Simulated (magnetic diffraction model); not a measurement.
## Moment size from magnetic intensity in SrTm2TiO6

Space group P2_1/c (no. 14), a = 5.5580 Å, b = 5.8770 Å, c = 9.6708 Å, β = 124.67°.

```
site  atom       x       y       z
  4e    Tm  0.2363  0.5607  0.2621
  2d    Sr     1/2       0     1/2
  2a    Ti       0       0       0
  4e     O  0.7623  0.8250  0.0561
  4e     O  0.8767  0.2947  0.0641
  4e     O  0.3640  0.9478  0.2398
```

The compound is invented for this exercise: a known structure type with other elements, its cell scaled to their sizes and not relaxed.

Only Tm is taken to order (form factors of Tm3+); orders and moment sizes are assumed, and not adapted to the symmetry. Radiation: neutrons of λ = 2.41 Å, 8° to 60°; isotropic B of 0.2 Å² (Tm), 0.21 Å² (Sr), 0.26 Å² (Ti) and 0.41 Å² (O). The intensities are simulated: I ∝ L Σ (|F_N|² + |F_M⊥|²) for unpolarised neutrons, with F_M = 2.695 fm/μB × Σ f(s) S exp(2πi Q·r) exp(−B s²) at Q = H ± k (one set where k and −k are equivalent), only the part normal to Q counting and L = 1/(sin²θ cos θ). For collinear order S is the moment m, which repeats by lattice and centring translations R with the sign exp(−2πi k·R). Form factors are spin-only for 3d ions and dipole or tabulated for f ions, scattering lengths are Sears's of 1992, and absorption is left out. A label names one of the reflections at its angle. The strongest nuclear line in the range is 100, and lines under 0.2 are left out.

In a first state the assumed order is k = (1/2 0 1/2), collinear moments along [111], 5.7 μB on Tm; signs + at (0.2363, 0.5607, 0.2621), + at (0.7637, 0.4393, 0.7379), − at (0.7637, 0.0607, 0.2379), − at (0.2363, 0.9393, 0.7621), with this pattern:

```
2θ (°)         index  nuclear  magnetic
 12.45  (1/2 0 -1/2)      0.0     459.1
 21.40   (1/2 0 1/2)      0.0      76.2
 21.55  (1/2 0 -3/2)      0.0      98.3
 26.82  (1/2 1 -1/2)      0.0     101.6
 29.54       (0 1 1)     28.9       0.0
 30.57       (1 0 0)     17.4       0.0
 30.78      (1 0 -2)     42.2       0.0
 32.12   (1/2 1 1/2)      0.0      39.4
 32.22  (1/2 1 -3/2)      0.0      70.0
 34.72      (1 1 -1)      8.4       0.0
 35.28       (0 0 2)      5.7       0.0
 37.46   (1/2 0 3/2)      0.0      15.3
 37.63  (1/2 0 -5/2)      0.0      26.0
 37.96  (3/2 0 -3/2)      0.0      21.9
 39.02       (1 1 0)     11.6       0.0
 39.19      (1 1 -2)      8.6       0.0
```
(The table stops after 16 lines; 26 more lie at higher angle.)

**Question.** Nearer the ordering temperature the line at 12.45° has total intensity 224.9 on the same scale, and all moments have shrunk alike. How large is the Tm moment?

The nuclear part, 0.0, stays, so the magnetic part is 224.9 against 459.1. It goes as m², so m = 5.7 × √(224.9/459.1) = 3.99 μB; the value used was 3.99 μB.

[Logs are printed without paths, hosts, clocks, repeated set-up lines and the standing remarks that a program may print on its own settings, such as how far it seeks lower states.]
